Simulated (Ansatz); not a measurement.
# Decaying states in the gap of TeH3Br

Wanted: the relaxed cell of TeH3Br, its band edges and its decay constants. It is built by putting Te for O in the H3BrO structure of space group Cm, with the volume rescaled by atomic radii. The parent structure comes from the Materials Project.

Calculated with Ansatz 0.2.0; PBE DFT, plane waves, PAW files, in the first sound run; inputs show where later runs differ.

The structure was built from a prototype and need not be the compound's stable phase.

## (1) Set-up

Symmetry: Cm, No. 8, monoclinic system. The conventional cell has a = 8.108 Å, b = 5.759 Å, c = 5.151 Å, α = 90.00°, β = 112.77°, γ = 90.00°. Nearest to H lie 1 Te at 1.19 Å. Nearest to Br lie 3 H at 2.42 to 2.43 Å. Te has 3 H at 1.19 Å nearest. It derives from H3BrO. Te for O in the H3BrO structure of space group Cm. Farther neighbours and most contacts between anions are not listed.

Structure file:

```cif
data_structure
_symmetry_space_group_name_H-M 'Cm'
_symmetry_Int_Tables_number 8
_cell_length_a 8.1081
_cell_length_b 5.7588
_cell_length_c 5.1510
_cell_angle_alpha 90.000
_cell_angle_beta 112.768
_cell_angle_gamma 90.000
_cell_volume 221.77
loop_
_atom_site_label
_atom_site_type_symbol
_atom_site_symmetry_multiplicity
_atom_site_Wyckoff_symbol
_atom_site_fract_x
_atom_site_fract_y
_atom_site_fract_z
_atom_site_occupancy
H1 H 2 a 0.31447 0.00000 0.35244 1
H2 H 4 b 0.47531 0.83263 0.68004 1
Br1 Br 2 a 0.01609 0.00000 0.98866 1
Te1 Te 2 a 0.46024 0.00000 0.53629 1
```

## (2) Cell and atoms at rest

The substituted atoms don't fit the parent's cell, so cell and atoms relax together. A small smearing keeps the run stable in case the gap closes on the way.

Contents of input.yaml:

```yaml
crystal:
  lattice:
    - [4.054065748, -2.879376831, 0.0]
    - [4.054065748, 2.879376831, 0.0]
    - [-1.9934641042, 0.0, 4.7496126131]
  atoms:
    - { symbol: H, position: [0.685528, 0.685528, 0.647559] }
    - { symbol: H, position: [0.692058, 0.357325, 0.319964] }
    - { symbol: H, position: [0.357325, 0.692058, 0.319964] }
    - { symbol: Br, position: [0.983913, 0.983913, 0.01134] }
    - { symbol: Te, position: [0.539758, 0.539758, 0.463714] }
kpoints:
  mp_grid: { grid: [6, 6, 6] }
scf:
  occupations: { method: gaussian, width: 0.03 }
hamiltonian:
  xc: pbe
output:
  forces: true
  stress: true
relax:
  f_tol: 0.02
  max_steps: 60
  cell: {}
```

The run is started by

```
$ ansatz run input.yaml --threads 2 --pin off --max-ram 4096MiB --backend cpu --events-out ev --progress --plain --runs-dir out
```

Numbers of over 12 decimals in the logs are rounded to 6 here.

The program printed:

```text
Engine: ansatz 0.2.0, x86_64-unknown-linux-gnu
Pseudopotentials: kind: paw
Pseudopotential: H, paw, valence charge 1, recommended cutoff 420 eV (normal), H.paw.azcp
Pseudopotential: Br, paw, valence charge 7, recommended cutoff 420 eV (normal), Br.paw.azcp
Pseudopotential: Te, paw, valence charge 16, recommended cutoff 420 eV (normal), Te.paw.azcp
Functional definition: PBE
  parameter kappa = 0.804
  parameter beta = 0.066725
  exchange = pbe_x(kappa = kappa, mu = beta*pi^2/3)
  correlation = pbe_c(beta = beta)
Crystal: 5 atoms, lattice volume = 110.886 Å³
Basis set: ecut = 420 eV, 2173 PW (Γ), exchange–correlation on 72×72×72 points (8 copies of the dense FFT grid, shifted against one another)
Bands: 18, of which v1, the nominal top of the filled ones, is band 13 counted from 1 (12 counted from 0)
Symmetry: 2 space group operations
Space group: Cm (ITA 8), of the structure as read, at distance tolerance 4.8e-5 Å
k-points: 68 of 216 (time reversal used)
Non-local potential: H, projectors of the file, l = 0: 2, l = 1: 1
Non-local potential: Br, projectors of the file, l = 0: 2, l = 1: 2, l = 2: 2
Non-local potential: Te, projectors of the file, l = 0: 2, l = 1: 2, l = 2: 2, l = 3: 2
PAW form: soft (Blöchl's): semilocal exchange-correlation on the pseudo side does not see the compensation charge
PAW one-centre angular grid: H, 110 points (default); XC on 64 Gauss nodes
PAW one-centre angular grid: Br, 110 points (default); XC on 64 Gauss nodes
PAW one-centre angular grid: Te, 590 points (default); XC on 64 Gauss nodes
Initial density: superposition of atomic densities (neutral atoms: chi_scale 0, normalization atom), corrected by the library's trained network
Initial wavefunctions: pseudopotential atomic-orbital guess
Functional: x = pbe(κ = 0.804, μ = 0.219515), c = pbe(β = 0.066725)
SCF iter   1: F=—  HF=-9797.465740 eV  |F-HF|=—  |Δ(HF+E_count)|=         —  Δρ=5.34e-3  dr2=4.86e-2  ethr=1.77e-3  ⟨swp⟩=7.1  Hψ=7712  notcnv=0
preconditioner: auto → Resta (q_TF=auto, 2.142 Å⁻¹)  ε∞=2.4  [insulator: Δε(μ)=4.617 eV  Ē_g=12.110 eV  σ=0.030 eV  W_gap=1.00  n_scr=18 (ndim 8)  ℏωp=14.1 eV  f_vac=0.214  D(μ)=0.00/eV (n_scr^D=0)  ε∞_Penn≈2.4]
SCF iter   2: F=—  HF=-9797.453770 eV  |F-HF|=—  |Δ(HF+E_count)|=   1.20e-2  Δρ=2.54e-3  dr2=9.93e-3  ethr=1.87e-4  ⟨swp⟩=3.1  Hψ=2787  notcnv=0  defer=68
SCF iter   3: F=—  HF=-9797.458608 eV  |F-HF|=—  |Δ(HF+E_count)|=   4.84e-3  Δρ=7.46e-4  dr2=1.03e-3  ethr=3.82e-5  ⟨swp⟩=2.0  Hψ=1753  notcnv=0  defer=68
SCF iter   4: F=—  HF=-9797.459927 eV  |F-HF|=—  |Δ(HF+E_count)|=   1.32e-3  Δρ=1.90e-4  dr2=5.23e-5  ethr=3.96e-6  ⟨swp⟩=2.0  Hψ=1972  notcnv=0  defer=68
SCF iter   5: F=—  HF=-9797.459986 eV  |F-HF|=—  |Δ(HF+E_count)|=   5.88e-5  Δρ=5.72e-5  dr2=4.09e-6  ethr=2.01e-7  ⟨swp⟩=2.0  Hψ=2039  notcnv=0  defer=68
SCF iter   6: F=—  HF=-9797.459990 eV  |F-HF|=—  |Δ(HF+E_count)|=   4.01e-6  Δρ=1.36e-5  dr2=2.41e-7  ethr=1.57e-8  ⟨swp⟩=2.0  Hψ=2040  notcnv=0  defer=68
SCF iter   7: F=-9797.459990 eV  HF=-9797.459990 eV  |F-HF|=1.85e-8  |Δ(HF+E_count)|=   3.06e-7  Δρ=3.52e-6  dr2=1.97e-8  ethr=3.85e-10  ⟨swp⟩=5.3  Hψ=4578  notcnv=0
SCF 1 converged in 7 iterations: F = -9797.459990 eV  dr2 = 1.97e-8
  greatest PAW one-centre occupation: 1.002 electrons in one spin orbital (limit 2), on the Te atom at site 4 (counted from 0), in its partial waves of l = 2
relax step   1: F+E_penalty+E_count = -9797.45999047 eV  Δ(F+E_penalty+E_count) = +0.000e0 eV  max|allowed force component| = 2.459e1 eV/Å  Δτ_max = 0.0000 Å  P = +43.346 GPa  Ω = 110.886 Å³  (7 SCF iters, dr2 threshold 1.00e-7 eV, accepted)
Crystal: 5 atoms, lattice volume = 114.899 Å³
Basis set: ecut = 420 eV, 2225 PW (Γ), exchange–correlation on 72×72×72 points (8 copies of the dense FFT grid, shifted against one another)
Initial density: handed on by an earlier stage of this run
Initial wavefunctions: those handed on with the density
iter 1 solved again at ethr=2.01e-3 eV; its pass at ethr=3.10e-3 eV (dr2=5.23e-1 eV) is discarded
SCF iter   1: F=—  HF=-9808.493397 eV  |F-HF|=—  |Δ(HF+E_count)|=         —  Δρ=2.95e-2  dr2=5.31e-1  ethr=2.01e-3  ⟨swp⟩=1.0  Hψ=9199  notcnv=0
preconditioner: auto → Resta (q_TF=auto, 2.130 Å⁻¹)  ε∞=2.6  [insulator: Δε(μ)=4.195 eV  Ē_g=11.034 eV  σ=0.030 eV  W_gap=1.00  n_scr=18 (ndim 8)  ℏωp=13.9 eV  f_vac=0.217  D(μ)=0.00/eV (n_scr^D=0)  ε∞_Penn≈2.6]
SCF iter   2: F=—  HF=-9808.446089 eV  |F-HF|=—  |Δ(HF+E_count)|=   4.73e-2  Δρ=1.45e-2  dr2=1.07e-1  ethr=2.01e-3  ⟨swp⟩=3.1  Hψ=2251  notcnv=0
SCF iter   3: F=—  HF=-9808.454974 eV  |F-HF|=—  |Δ(HF+E_count)|=   8.88e-3  Δρ=2.12e-3  dr2=3.23e-3  ethr=4.12e-4  ⟨swp⟩=3.1  Hψ=2094  notcnv=0  defer=2
SCF iter   4: F=—  HF=-9808.455753 eV  |F-HF|=—  |Δ(HF+E_count)|=   7.80e-4  Δρ=3.07e-4  dr2=2.05e-4  ethr=1.24e-5  ⟨swp⟩=2.5  Hψ=2532  notcnv=0  defer=68
SCF iter   5: F=—  HF=-9808.455926 eV  |F-HF|=—  |Δ(HF+E_count)|=   1.73e-4  Δρ=1.10e-4  dr2=1.59e-5  ethr=7.89e-7  ⟨swp⟩=2.2  Hψ=1761  notcnv=0  defer=68
SCF iter   6: F=-9808.455938 eV  HF=-9808.455937 eV  |F-HF|=1.10e-6  |Δ(HF+E_count)|=   1.12e-5  Δρ=2.08e-5  dr2=4.17e-7  ethr=1.92e-9  ⟨swp⟩=4.0  Hψ=5544  notcnv=0
SCF 2 converged in 6 iterations: F = -9808.455938 eV  dr2 = 4.17e-7
  greatest PAW one-centre occupation: 0.998 electrons in one spin orbital (limit 2), on the Te atom at site 4 (counted from 0), in its partial waves of l = 2
relax step   2: F+E_penalty+E_count = -9808.45593836 eV  Δ(F+E_penalty+E_count) = -1.100e1 eV  max|allowed force component| = 8.034e0 eV/Å  Δτ_max = 0.1926 Å  P = +12.915 GPa  Ω = 114.899 Å³  energy of the carried Pulay correction = -2.973e-3 eV  (6 SCF iters, dr2 threshold 5.00e-7 eV, accepted)
Crystal: 5 atoms, lattice volume = 118.190 Å³
Basis set: ecut = 420 eV, 2311 PW (Γ), exchange–correlation on 72×72×72 points (8 copies of the dense FFT grid, shifted against one another)
iter 1 solved again at ethr=3.08e-4 eV; its pass at ethr=3.10e-3 eV (dr2=8.01e-2 eV) is discarded
SCF iter   1: F=—  HF=-9810.144993 eV  |F-HF|=—  |Δ(HF+E_count)|=         —  Δρ=1.15e-2  dr2=7.90e-2  ethr=3.08e-4  ⟨swp⟩=1.2  Hψ=8908  notcnv=0
preconditioner: auto → Resta (q_TF=auto, 2.120 Å⁻¹)  ε∞=2.6  [insulator: Δε(μ)=3.765 eV  Ē_g=10.637 eV  σ=0.030 eV  W_gap=1.00  n_scr=18 (ndim 8)  ℏωp=13.7 eV  f_vac=0.217  D(μ)=0.00/eV (n_scr^D=0)  ε∞_Penn≈2.6]
SCF iter   2: F=—  HF=-9810.145220 eV  |F-HF|=—  |Δ(HF+E_count)|=   2.27e-4  Δρ=5.87e-3  dr2=2.20e-2  ethr=3.04e-4  ⟨swp⟩=2.0  Hψ=1566  notcnv=0
SCF iter   3: F=—  HF=-9810.148257 eV  |F-HF|=—  |Δ(HF+E_count)|=   3.04e-3  Δρ=6.16e-4  dr2=4.92e-4  ethr=8.45e-5  ⟨swp⟩=2.1  Hψ=1851  notcnv=0
SCF iter   4: F=—  HF=-9810.148567 eV  |F-HF|=—  |Δ(HF+E_count)|=   3.10e-4  Δρ=1.93e-4  dr2=5.15e-5  ethr=1.89e-6  ⟨swp⟩=2.5  Hψ=2155  notcnv=0
SCF iter   5: F=—  HF=-9810.148618 eV  |F-HF|=—  |Δ(HF+E_count)|=   5.13e-5  Δρ=3.99e-5  dr2=2.07e-6  ethr=1.98e-7  ⟨swp⟩=2.9  Hψ=2320  notcnv=0
SCF iter   6: F=-9810.148620 eV  HF=-9810.148620 eV  |F-HF|=2.22e-7  |Δ(HF+E_count)|=   2.25e-6  Δρ=9.35e-6  dr2=1.25e-7  ethr=1.92e-9  ⟨swp⟩=5.6  Hψ=4629  notcnv=0
SCF 3 converged in 6 iterations: F = -9810.148620 eV  dr2 = 1.25e-7
relax step   3: F+E_penalty+E_count = -9810.14862047 eV  Δ(F+E_penalty+E_count) = -1.693e0 eV  max|allowed force component| = 3.337e0 eV/Å  Δτ_max = 0.1988 Å  P = +5.015 GPa  Ω = 118.190 Å³  energy of the carried Pulay correction = -5.334e-3 eV  (6 SCF iters, dr2 threshold 5.00e-7 eV, accepted)
[... from here on, the SCF cycles and remarks between the steps are left out ...]
relax step   4: F+E_penalty+E_count = -9810.46384500 eV  Δ(F+E_penalty+E_count) = -3.152e-1 eV  max|allowed force component| = 6.748e-1 eV/Å  Δτ_max = 0.1900 Å  P = -0.150 GPa  Ω = 118.860 Å³  energy of the carried Pulay correction = -5.806e-3 eV  (6 SCF iters, dr2 threshold 5.00e-7 eV, accepted)
relax step   5: F+E_penalty+E_count = -9810.62101984 eV  Δ(F+E_penalty+E_count) = -1.572e-1 eV  max|allowed force component| = 3.339e-1 eV/Å  Δτ_max = 0.2000 Å  P = -0.511 GPa  Ω = 116.840 Å³  energy of the carried Pulay correction = -4.373e-3 eV  (6 SCF iters, dr2 threshold 5.00e-7 eV, accepted)
relax step   6: F+E_penalty+E_count = -9810.66445500 eV  Δ(F+E_penalty+E_count) = -4.344e-2 eV  max|allowed force component| = 1.329e-1 eV/Å  Δτ_max = 0.0863 Å  P = -0.084 GPa  Ω = 111.210 Å³  energy of the carried Pulay correction = -2.442e-4 eV  (6 SCF iters, dr2 threshold 5.00e-7 eV, accepted)
relax step   7: F+E_penalty+E_count = -9810.68096157 eV  Δ(F+E_penalty+E_count) = -1.651e-2 eV  max|allowed force component| = 2.777e-2 eV/Å  Δτ_max = 0.1047 Å  P = +0.091 GPa  Ω = 106.514 Å³  energy of the carried Pulay correction = +3.365e-3 eV  (6 SCF iters, dr2 threshold 5.00e-7 eV, accepted)
relax step   8: F+E_penalty+E_count = -9810.68085668 eV  Δ(F+E_penalty+E_count) = +1.049e-4 eV  max|allowed force component| = 1.380e-2 eV/Å  Δτ_max = 0.0058 Å  P = -0.010 GPa  Ω = 107.156 Å³  energy of the carried Pulay correction = +2.862e-3 eV  (5 SCF iters, dr2 threshold 4.82e-8 eV, accepted)
relax step   9: F+E_penalty+E_count = -9810.67971502 eV  Δ(F+E_penalty+E_count) = +1.142e-3 eV  max|allowed force component| = 1.357e-2 eV/Å  Δτ_max = 0.0000 Å  P = -0.077 GPa  Ω = 107.156 Å³  stress off target by 9.34e-2 GPa  SCF on the basis re-selected at this cell (its energy is not comparable with the rows above)  (6 SCF iters)
relax step  10: F+E_penalty+E_count = -9810.68017862 eV  Δ(F+E_penalty+E_count) = -4.636e-4 eV  max|allowed force component| = 7.414e-3 eV/Å  Δτ_max = 0.0118 Å  P = -0.019 GPa  Ω = 106.514 Å³  energy of the carried Pulay correction = +2.581e-4 eV  (5 SCF iters, dr2 threshold 2.18e-8 eV, accepted)
relax step  11: F+E_penalty+E_count = -9810.68033736 eV  Δ(F+E_penalty+E_count) = -1.587e-4 eV  max|allowed force component| = 4.673e-3 eV/Å  Δτ_max = 0.0072 Å  P = +0.008 GPa  Ω = 106.257 Å³  energy of the carried Pulay correction = +3.603e-4 eV  (7 SCF iters, accepted)
relax step  12: F+E_penalty+E_count = -9810.68042601 eV  Δ(F+E_penalty+E_count) = -8.865e-5 eV  max|allowed force component| = 1.595e-3 eV/Å  Δτ_max = 0.0059 Å  P = +0.005 GPa  Ω = 106.104 Å³  energy of the carried Pulay correction = +4.211e-4 eV  (7 SCF iters, accepted)
iter 1 solved again at ethr=8.13e-7 eV; its pass at ethr=3.10e-3 eV (dr2=2.11e-4 eV) is discarded
SCF iter   1: F=—  HF=-9810.679980 eV  |F-HF|=—  |Δ(HF+E_count)|=         —  Δρ=2.05e-5  dr2=5.16e-8  ethr=8.13e-7  ⟨swp⟩=3.5  Hψ=10668  notcnv=0
eigensolver tolerance schedule: the retry pair's looser diagonalisation over-reported the residual by 4094.84 of it (diagonalisation noise at an unbounded share of the residual, at the tolerance the schedule requests for it); recorded, not acted on — ethr = c·dr2/N_el stays at c = 1.0e-1
SCF iter   2: F=—  HF=-9810.679976 eV  |F-HF|=—  |Δ(HF+E_count)|=   3.36e-6  Δρ=1.04e-5  dr2=1.50e-8  ethr=1.99e-10  ⟨swp⟩=3.9  Hψ=2965  notcnv=0
SCF iter   3: F=—  HF=-9810.679976 eV  |F-HF|=—  |Δ(HF+E_count)|=   9.08e-8  Δρ=3.06e-6  dr2=8.26e-9  ethr=5.77e-11  ⟨swp⟩=2.0  Hψ=2108  notcnv=0
SCF iter   4: F=—  HF=-9810.679976 eV  |F-HF|=—  |Δ(HF+E_count)|=   2.97e-9  Δρ=6.41e-7  dr2=1.87e-10  ethr=3.18e-11  ⟨swp⟩=2.5  Hψ=1672  notcnv=0
SCF iter   5: F=-9810.679976 eV  HF=-9810.679976 eV  |F-HF|=1.82e-11  |Δ(HF+E_count)|=  1.71e-10  Δρ=2.42e-7  dr2=2.78e-11  ethr=1.00e-12  ⟨swp⟩=5.9  Hψ=4468  notcnv=0
SCF 13 converged in 5 iterations: F = -9810.679976 eV  dr2 = 2.78e-11
relax step  13: F+E_penalty+E_count = -9810.67997639 eV  Δ(F+E_penalty+E_count) = +4.496e-4 eV  max|allowed force component| = 1.416e-3 eV/Å  Δτ_max = 0.0000 Å  P = +0.006 GPa  Ω = 106.104 Å³  stress off target by 1.59e-2 GPa  SCF on the basis re-selected at this cell (its energy is not comparable with the rows above)  (5 SCF iters)
basis re-selected at this cell: Δ(F+E_penalty+E_count) = +4.496e-4 eV, ΔP = +0.001 GPa vs the last step (what re-selecting the basis moved, of the pressure what is left beyond the Pulay correction that the steps carried, after the strain that the cell walked since its last selection, with what the two solves' SCF thresholds leave and, on support functions, any second-order correction that the steps lacked; it is no m [...]
SCF converged after 5 iterations
Free energy (F): -9810.679976 eV
Harris-Foulkes:  -9810.679976 eV  (|F-HF|=1.82e-11)
Internal energy: -9810.679976 eV  (E = F + TS)
E sigma→0 (E₀):  -9810.679976 eV
Fermi energy:    3.266347 eV
--- Per-component energies (eV) ---
  E_band       = -403.333432
  E_kinetic    = 349.764341
  E_local      = -2129.324792  (includes V_loc(G=0)·N_el)
  E_nonlocal   = -235.397538
  E_hartree    = 1122.339639
  E_xc         = -413.256390
  E_vxc        = -239.161644  (∫ρ·V_xc dr)
  E_paw        = -6910.819339  (= ΣΔE_a)
  E_vpaw       = -393.889864  (= ΣTr[D̂ρ^β])
  E_aug_tail   = -0.003254  (compensation charges beyond the density's cutoff)
  E_ewald      = -1593.982643
  E_smearing   = -0.000000  (= −TS)
  E_closure    = 0.000000  (closes the sum)
  Σ components = -9810.679976   (vs F -9810.679976, Δ=0.00e0)
--- Forces (eV/Å), atoms counted from 1 ---
  atom   1  H      0.00041184    -0.00000000     0.00043712
  atom   2  H     -0.00037950     0.00084503     0.00006111
  atom   3  H     -0.00037950    -0.00084503     0.00006111
  atom   4  Br    -0.00106948    -0.00000000     0.00074254
  atom   5  Te     0.00141580     0.00000000    -0.00130149
  max |Σ_I F_I| component: 8.55e-7 eV/Å
--- Stress (GPa, compression-positive) ---
       -0.009388       0.000000       0.011211
        0.000000       0.015114      -0.000000
        0.011211      -0.000000       0.010901
  P = ⅓ Tr σ = 0.0055 GPa (0.055 kbar)
--- Relaxed structure (11 steps of the walk, 11 accepted, 2 SCFs on fresh bases) ---
  F+E_penalty+E_count = -9810.67997639 eV   max|allowed force component| = 1.416e-3 eV/Å   (the final SCF, on the basis selected at the relaxed cell)
  cell:  # Å, volume = 106.1044 Å³
    - [4.097427, -2.857427, -0.038848]
    - [4.097427, 2.857427, -0.038848]
    - [-2.060299, 6.352268438327294e-18, 4.550772]
  atoms:
    - { symbol: H, position: [0.718659, 0.718659, 0.711783] }
    - { symbol: H, position: [0.718828, 0.292386, 0.285505] }
    - { symbol: H, position: [0.292386, 0.718828, 0.285505] }
    - { symbol: Br, position: [1.039832, 1.039832, -0.035557] }
    - { symbol: Te, position: [0.488878, 0.488878, 0.515306] }
```

Wall time 37 s (2 threads of Intel Xeon 6975P-C (Granite Rapids), shared host); peak memory 0.48 GiB.

Relaxation path:

| step | energy less that of the first step (eV) | largest force component (eV/Å) | pressure (GPa) | volume (Å³) |
| --- | --- | --- | --- | --- |
| 1 | 0.0000 | 24.5869 | 43.35 | 110.89 |
| 2 | -10.9959 | 8.0343 | 12.91 | 114.90 |
| 3 | -12.6886 | 3.3367 | 5.01 | 118.19 |
| 4 | -13.0039 | 0.6748 | -0.15 | 118.86 |
| 5 | -13.1610 | 0.3339 | -0.51 | 116.84 |
| 6 | -13.2045 | 0.1329 | -0.08 | 111.21 |
| 7 | -13.2210 | 0.0278 | 0.09 | 106.51 |
| 8 | -13.2209 | 0.0138 | -0.01 | 107.16 |
| 9* | -13.2197 | 0.0136 | -0.08 | 107.16 |
| 10 | -13.2202 | 0.0074 | -0.02 | 106.51 |
| 11 | -13.2203 | 0.0047 | 0.01 | 106.26 |
| 12 | -13.2204 | 0.0016 | 0.00 | 106.10 |
| 13* | -13.2200 | 0.0014 | 0.01 | 106.10 |

Relaxation steps marked * repeat the geometry before them on a plane-wave basis chosen anew for their cell, so energy and pressure can jump there.

Forces are held to the 2 operations that the run works with; a distortion that breaks them can't arise in this run.

| cell as run | before | after | change |
| --- | --- | --- | --- |
| a (Å) | 4.973 | 4.996 | +0.5 % |
| b (Å) | 4.973 | 4.996 | +0.5 % |
| c (Å) | 5.151 | 4.995 | -3.0 % |
| α (°) | 108.39 | 110.20 | +1.7 % |
| β (°) | 108.39 | 110.20 | +1.7 % |
| γ (°) | 70.77 | 69.78 | -1.4 % |
| volume (Å³/atom) | 22.18 | 21.22 | -4.3 % |

The atoms that moved most (Å, as changes of fractional coordinates times the final cell):

| atom | dx | dy | dz | length |
| --- | --- | --- | --- | --- |
| Br4 | 0.555 | 0.000 | -0.218 | 0.596 |
| Te5 | -0.523 | 0.000 | 0.239 | 0.575 |
| H1 | 0.139 | 0.000 | 0.290 | 0.321 |
| H3 | -0.085 | 0.262 | -0.155 | 0.316 |
| H2 | -0.085 | -0.262 | -0.155 | 0.316 |

Final coordinates:

```xyz
5
Lattice="4.0974 -2.8574 -0.0388 4.0974 2.8574 -0.0388 -2.0603 0.0000 4.5508" Properties=species:S:1:pos:R:3 pbc="T T T"
H     4.4228    0.0000    3.1833
H     3.5551   -1.2185    1.2600
H     3.5551    1.2185    1.2600
Br    8.5945    0.0000   -0.2426
Te    2.9446    0.0000    2.3071
```

This step gave:

```yaml
free_energy: -9810.6800 eV
fermi_energy: 3.266 eV
pressure: 0.005542 GPa
```

The largest force component on a free atom ends at 0.0014 eV/Å.

[end of part 1 of 3]

[Logs are printed without paths, hosts, clocks, repeated set-up lines and the standing remarks that a program may print on its own settings, such as how far it seeks lower states.]

[Hosts, paths, dates, database ids (printed as entryN), source tags and the programs' standing remarks are cut or masked in the printed files.]
